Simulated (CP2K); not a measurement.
Consider 2-nitrosoimidazole at its PBE geometry (Å).

```xyz
10

O     2.8643    0.0596    0.1329
N     2.1001   -0.8302   -0.3039
C     0.7464   -0.4958   -0.2045
N    -0.2523   -1.2996   -0.5925
C    -1.3904   -0.6126   -0.3167
C    -1.0926    0.6337    0.2464
N     0.2640    0.6905    0.3119
H    -2.3724   -1.0259   -0.5244
H    -1.7277    1.4430    0.5897
H     0.8606    1.4373    0.6613
```

Method: CP2K XAS_TDP, all-electron GAPW, PBEh(45%), aug-cc-pVDZ, TDA, GW2X-corrected core level, no relativity.

Q: Where do the C K-edge lines lie, and how strong are they?

Leading lines: C3 289.93 eV, C5 287.78 eV and C6 287.23 eV. The leading line of an atom is its first one with 35 % of the strongest within 2.5 eV of its lowest line over the strength cut. Core ionisation energies at this level: C5 293.01, C6 293.59 and C3 293.95 eV.

The first six lines of each atom with a strength over 0.0015:

| atom | energy (eV) | states | strength, one atom | above the computed threshold |
| --- | --- | --- | --- | --- |
| C3 (bonded to 3 N) | 287.51 | 1 | 0.0081 |  |
|  | 289.93 | 1 | 0.0558 |  |
|  | 291.97 | 1 | 0.0020 |  |
|  | 292.97 | 1 | 0.0016 |  |
|  | 293.56 | 1 | 0.0027 |  |
|  | 294.15 | 1 | 0.0027 | yes |
| C5 (bonded to C, N and H) | 287.78 | 1 | 0.0177 |  |
|  | 288.55 | 1 | 0.0380 |  |
|  | 290.93 | 1 | 0.0087 |  |
|  | 291.56 | 1 | 0.0029 |  |
|  | 292.38 | 1 | 0.0035 |  |
|  | 292.93 | 1 | 0.0016 |  |
| C6 (bonded to C, N and H) | 287.23 | 1 | 0.0435 |  |
|  | 290.29 | 1 | 0.0134 |  |
|  | 290.97 | 1 | 0.0134 |  |
|  | 291.97 | 1 | 0.0034 |  |
|  | 292.48 | 1 | 0.0024 |  |
|  | 292.72 | 1 | 0.0038 |  |

Lines are vertical, at one geometry, with no vibrational structure. GW2X ionisation energies and lines can be off by 1 to 2 eV either way, and a good line position may hide errors that cancel. These values hold no scalar relativity, about 0.1 eV for C 1s. Rydberg lines, and the discretised continuum above threshold, depend on the basis and the box.

[Banner, clock and machine lines of the logs are left out without a mark of their own.]

[Logs are printed without paths, hosts, clocks, repeated set-up lines and the standing remarks that a program may print on its own settings, such as how far it seeks lower states.]

[Hosts, paths, dates, database ids (printed as entryN), source tags and the programs' standing remarks are cut or masked in the printed files.]
